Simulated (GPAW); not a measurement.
# Mg3CdS4 (ordered alloy, started on the rocksalt lattice) (Pm-3m): one start, several treatments of the self-energy

Wanted: the gap of Mg3CdS4 (ordered alloy, started on the rocksalt lattice) (Pm-3m) under several approximations, with cost.

Program: GPAW 26.7.0. Level of theory: PBE and many-body steps on it, plane waves. Results are calculated unless marked as measured.

Report form: the programs' logs are mostly left out.

The structure was built from a prototype and need not be the compound's stable phase.

**1. The starting structure**

It takes space group Pm-3m (No. 221, cubic). Conventional cell: a = 5.306 Å, b = 5.306 Å, c = 5.306 Å, α = 90.00°, β = 90.00°, γ = 90.00°. Nearest to Mg lie 6 S at 2.65 Å. S has 4 Mg at 2.65 Å and 2 Cd at 2.65 Å nearest. Nearest to Cd lie 6 S at 2.65 Å. S has 6 Mg at 2.65 Å nearest. Farther neighbours and most contacts between anions are not listed.

As a file:

```cif
data_structure
_symmetry_space_group_name_H-M 'Pm-3m'
_symmetry_Int_Tables_number 221
_cell_length_a 5.3061
_cell_length_b 5.3061
_cell_length_c 5.3061
_cell_angle_alpha 90.000
_cell_angle_beta 90.000
_cell_angle_gamma 90.000
_cell_volume 149.39
loop_
_atom_site_label
_atom_site_type_symbol
_atom_site_symmetry_multiplicity
_atom_site_Wyckoff_symbol
_atom_site_fract_x
_atom_site_fract_y
_atom_site_fract_z
_atom_site_occupancy
Mg1 Mg 3 d 0.50000 0.00000 0.00000 1
S1 S 3 c 0.00000 0.50000 0.50000 1
Cd1 Cd 1 b 0.50000 0.50000 0.50000 1
S2 S 1 a 0.00000 0.00000 0.00000 1
```

The structure was relaxed with PBE. The structure type comes from a generator and need not be one that this composition takes. The runs that relaxed it are not among those shown.

**2. Empty states on the mesh, 2×2×2 mesh, 512 bands**

This step: GPAW 26.7.0; DFT, PBE, plane waves, PAW.

The sums over transitions need many empty states on a uniform mesh; this step solves for them.

Contents of run.py:

```python
import json
import numpy as np
from gpaw.mpi import world
from gpaw import GPAW

calc = GPAW('gs.gpw').fixed_density(kpts={'size': (2, 2, 2), 'gamma': True},
    parallel={'domain': 1, 'band': 1},
    txt='nscf.txt')
calc.diagonalize_full_hamiltonian(nbands=512)
calc.write('full.gpw', mode='all')
res = {}
kpts = calc.get_ibz_k_points()
res['kpts'] = kpts
res['eigenvalues'] = [calc.get_eigenvalues(kpt=k) for k in range(len(kpts))]
res['n_electrons'] = calc.get_number_of_electrons()

if world.rank == 0:
    with open('result.json', 'w') as f:
        json.dump(res, f, default=lambda x: x.tolist())
```

On the command line:

```sh
$ mpirun -n 4 gpaw python run.py
```

Run time: 48 s. Hardware: 4 MPI ranks of Arm Neoverse V1, shared host; peak memory 3.4 GiB.

Numbers from this step:

```yaml
gap: 0.4888 eV
k_of_the_valence_top: 0.5, 0.5, 0.5
k_of_the_conduction_bottom: 0, 0, 0
least_direct_gap: 1.227 eV
k_points_computed: 4
lowest_point_of_the_top_converged_band_above_the_valence_top: 116.4264 eV
```

On this mesh the gap is 0.489 eV.

**3. G0W0, Godby-Needs plasmon pole**

Now the one-shot GW correction: screening in the RPA, then the self-energy of the levels asked for.

This step: G0W0 on PBE, plane waves, PAW.

Contents of run.py:

```python
import json
import numpy as np
from gpaw.mpi import world
from gpaw.response.g0w0 import G0W0

gw = G0W0('full.gpw',
    filename='gw',
    kpts=[0, 3],
    bands=(31, 35),
    ecut=78,
    nbands=233,
    integrate_gamma='WS',
    ppa=True)
gw.calculate()
res = {mode: {k: v for k, v in r.items() if k != 'sigma_eskwn'}
       for mode, r in gw.all_results.items()}

if world.rank == 0:
    with open('result.json', 'w') as f:
        json.dump(res, f, default=lambda x: x.tolist())
```

On the command line:

```sh
$ mpirun -n 4 gpaw python run.py
```

Run time: 33 s. Hardware: 4 MPI ranks; peak memory 1.8 GiB; 2.2 min of CPU time.

This step gave:

```yaml
g0w0_gap_on_the_points_computed: 1.371 eV
least_direct_g0w0_gap_on_the_computed_points: 2.247 eV
z_at_the_valence_top: 0.7835
z_at_the_conduction_bottom: 0.8120
starting_gap_on_the_mesh: 0.4888 eV
k_of_the_valence_top: 0.5, 0.5, 0.5
k_of_the_conduction_bottom: 0, 0, 0
```

The gap on the mesh goes from 0.49 eV to 1.37 eV, a correction of +0.88 eV.

**4. One-shot HSE06**

This step: one-shot HSE06 levels on PBE orbitals, plane waves, PAW.

Contents of run.py:

```python
import json
import numpy as np
from gpaw.mpi import world
from gpaw.hybrids.eigenvalues import non_self_consistent_eigenvalues

dft, vxc, vxc_hyb = non_self_consistent_eigenvalues('full.gpw', 'HSE06', 31, 35, kpt_indices=[0, 3])
res = {'dft': dft[0], 'hybrid': (dft - vxc + vxc_hyb)[0]}
if world.rank == 0:
    with open('hybrid.txt', 'w') as f:
        for k, e0, e1 in zip([0, 3], res['dft'], res['hybrid']):
            print(k, ' '.join(f'{x:9.4f}' for x in e0), '|', ' '.join(f'{x:9.4f}' for x in e1), file=f)

if world.rank == 0:
    with open('result.json', 'w') as f:
        json.dump(res, f, default=lambda x: x.tolist())
```

On the command line:

```sh
$ mpirun -n 4 gpaw python run.py
```

The job ended after 4.2 s (4 MPI ranks; peak memory 0.82 GiB).

Numbers from this step:

```yaml
starting_gap_on_the_mesh: 0.4888 eV
hybrid_gap_on_the_mesh: 1.470 eV
least_direct_hybrid_gap_on_the_computed_points: 2.213 eV
```

**5. G0W0, extrapolated in the cutoff**

This step: G0W0 on PBE, plane waves, PAW.

Contents of run.py:

```python
import json
import numpy as np
from gpaw.mpi import world
from gpaw.response.g0w0 import G0W0

gw = G0W0('full.gpw',
    filename='gw',
    kpts=[0, 3],
    bands=(31, 35),
    ecut=130.0,
    integrate_gamma='WS',
    ppa=True,
    ecut_extrapolation=True)
gw.calculate()
res = {mode: {k: v for k, v in r.items() if k != 'sigma_eskwn'}
       for mode, r in gw.all_results.items()}

if world.rank == 0:
    with open('result.json', 'w') as f:
        json.dump(res, f, default=lambda x: x.tolist())
```

On the command line:

```sh
$ mpirun -n 4 gpaw python run.py
```

The job ended after 3.3 min (4 MPI ranks; peak memory 2.5 GiB; 13 min of CPU time).

Numbers from this step:

* quasiparticle gap on the points computed: 1.456 eV
* least direct quasiparticle gap on the computed points: 2.347 eV
* Z at the valence top: 0.7784
* Z at the conduction bottom: 0.8089
* starting gap on the mesh: 0.4888 eV
* k of the valence top: 0.5, 0.5, 0.5
* k of the conduction bottom: 0, 0, 0
* gaps at the cutoffs of the extrapolation: 1.394, 1.400, 1.407 eV

Against G0W0 in GPAW (2×2×2 mesh, 233 bands, screening to 78 eV, Godby-Needs plasmon pole), the gap moves by +0.085 eV.

**6. One-shot Hartree-Fock**

This step: one-shot Hartree-Fock levels on PBE orbitals, plane waves, PAW.

Contents of run.py:

```python
import json
import numpy as np
from gpaw.mpi import world
from gpaw.hybrids.eigenvalues import non_self_consistent_eigenvalues

dft, vxc, vxc_hyb = non_self_consistent_eigenvalues('full.gpw', 'EXX', 31, 35, kpt_indices=[0, 3])
res = {'dft': dft[0], 'hybrid': (dft - vxc + vxc_hyb)[0]}
if world.rank == 0:
    with open('hybrid.txt', 'w') as f:
        for k, e0, e1 in zip([0, 3], res['dft'], res['hybrid']):
            print(k, ' '.join(f'{x:9.4f}' for x in e0), '|', ' '.join(f'{x:9.4f}' for x in e1), file=f)

if world.rank == 0:
    with open('result.json', 'w') as f:
        json.dump(res, f, default=lambda x: x.tolist())
```

On the command line:

```sh
$ mpirun -n 4 gpaw python run.py
```

Wall time 3.7 s (4 MPI ranks); peak memory 0.47 GiB.

Numbers from this step:

```
starting gap on the mesh                       : 0.4888 eV
hybrid gap on the mesh                         : 7.277 eV
least direct hybrid gap on the computed points : 8.133 eV
```

**7. G0W0, full frequency, Hilbert transform**

This step: G0W0 on PBE, plane waves, PAW.

Contents of run.py:

```python
import json
import numpy as np
from gpaw.mpi import world
from gpaw.response.g0w0 import G0W0

gw = G0W0('full.gpw',
    filename='gw',
    kpts=[0, 3],
    bands=(31, 35),
    ecut=78,
    nbands=233,
    integrate_gamma='WS',
    frequencies={'type': 'nonlinear', 'domega0': 0.1, 'omega2': 15.0},
    eta=0.1,
    nblocksmax=True)
gw.calculate()
res = {mode: {k: v for k, v in r.items() if k != 'sigma_eskwn'}
       for mode, r in gw.all_results.items()}

if world.rank == 0:
    with open('result.json', 'w') as f:
        json.dump(res, f, default=lambda x: x.tolist())
```

On the command line:

```sh
$ mpirun -n 4 gpaw python run.py
```

Elapsed: 2.4 min, on 4 MPI ranks; peak memory 2.5 GiB; 9.7 min of CPU time.

Numbers from this step:

- G0W0 gap on the points computed: 1.366 eV
- least direct G0W0 gap on the computed points: 2.216 eV
- starting gap on the mesh: 0.4888 eV
- k of the valence top: 0.5, 0.5, 0.5
- k of the conduction bottom: 0, 0, 0

Against G0W0 in GPAW (2×2×2 mesh, 233 bands, screening to 78 eV, Godby-Needs plasmon pole), the gap moves by −0.004 eV.

**8. The runs together**

Times are wall times on 4 MPI ranks of Arm Neoverse V1, shared host, good to a factor of about two.

| run | mesh | bands | screening cutoff (eV) | DFT gap (eV) | gap on the mesh (eV) | direct (eV) | time |
| --- | --- | --- | --- | --- | --- | --- | --- |
| G0W0, Godby-Needs plasmon pole | 2×2×2 | 233 | 78 | 0.489 | 1.371 | 2.247 | 33 s |
| one-shot HSE06 | 2×2×2 | - | - | 0.489 | 1.470 | 2.213 | 4.2 s |
| G0W0, extrapolated in the cutoff | 2×2×2 | - | 130 | 0.489 | 1.456 | 2.347 | 3.3 min |
| one-shot Hartree-Fock | 2×2×2 | - | - | 0.489 | 7.277 | 8.133 | 3.7 s |
| G0W0, full frequency, Hilbert transform | 2×2×2 | 233 | 78 | 0.489 | 1.366 | 2.216 | 2.4 min |

**9. What came out**

| Quantity | Value |
| --- | --- |
| G0W0, Godby-Needs plasmon pole | 1.371 eV |
| one-shot HSE06 | 1.470 eV |
| G0W0, extrapolated in the cutoff | 1.456 eV |
| one-shot Hartree-Fock | 7.277 eV |
| G0W0, full frequency, Hilbert transform | 1.366 eV |
| known limits | not at the basis limit; no spin-orbit coupling; coarse k mesh |

What this shows: One-shot HSE06: +0.099 eV against G0W0, Godby-Needs plasmon pole. G0W0, extrapolated in the cutoff: +0.085 eV against G0W0, Godby-Needs plasmon pole, at other bands or cutoff, so not like for like. One-shot Hartree-Fock: +5.907 eV against G0W0, Godby-Needs plasmon pole. G0W0, full frequency, Hilbert transform: −0.004 eV against G0W0, Godby-Needs plasmon pole. Bare exchange alone opens the gap to 7.28 eV; against G0W0, correlation takes back 5.91 eV. One-shot hybrid levels are evaluated on the PBE orbitals. Bands and cutoff are finite, so the gap is not at the basis limit. The miss can reach some tenths of an eV and take either sign; the mesh is an error of its own. These stock PAW sets were not made for GW. In the G0W0 runs levels were corrected at 2 k points alone, so a gap called «on the mesh» is the least over those, and an edge elsewhere would be missed. The program warns of a poor linear fit in the extrapolation of some level, so the extrapolated values are rough. The 2×2×2 mesh is coarse for this cell, which bears on the long-range parts of exchange and screening. The many-body steps are scalar-relativistic: spin-orbit coupling is not in them.

[Paths, hosts, dates, memory and timing lines, banners, echoed tables and standing remarks are left out of the program output.]

[Logs are printed without paths, hosts, clocks, repeated set-up lines and the standing remarks that a program may print on its own settings, such as how far it seeks lower states.]

[Runs of the session that timed out or met a known fault of the program may be left out.]

[Hosts, paths, dates, database ids (printed as entryN), source tags and the programs' standing remarks are cut or masked in the printed files.]
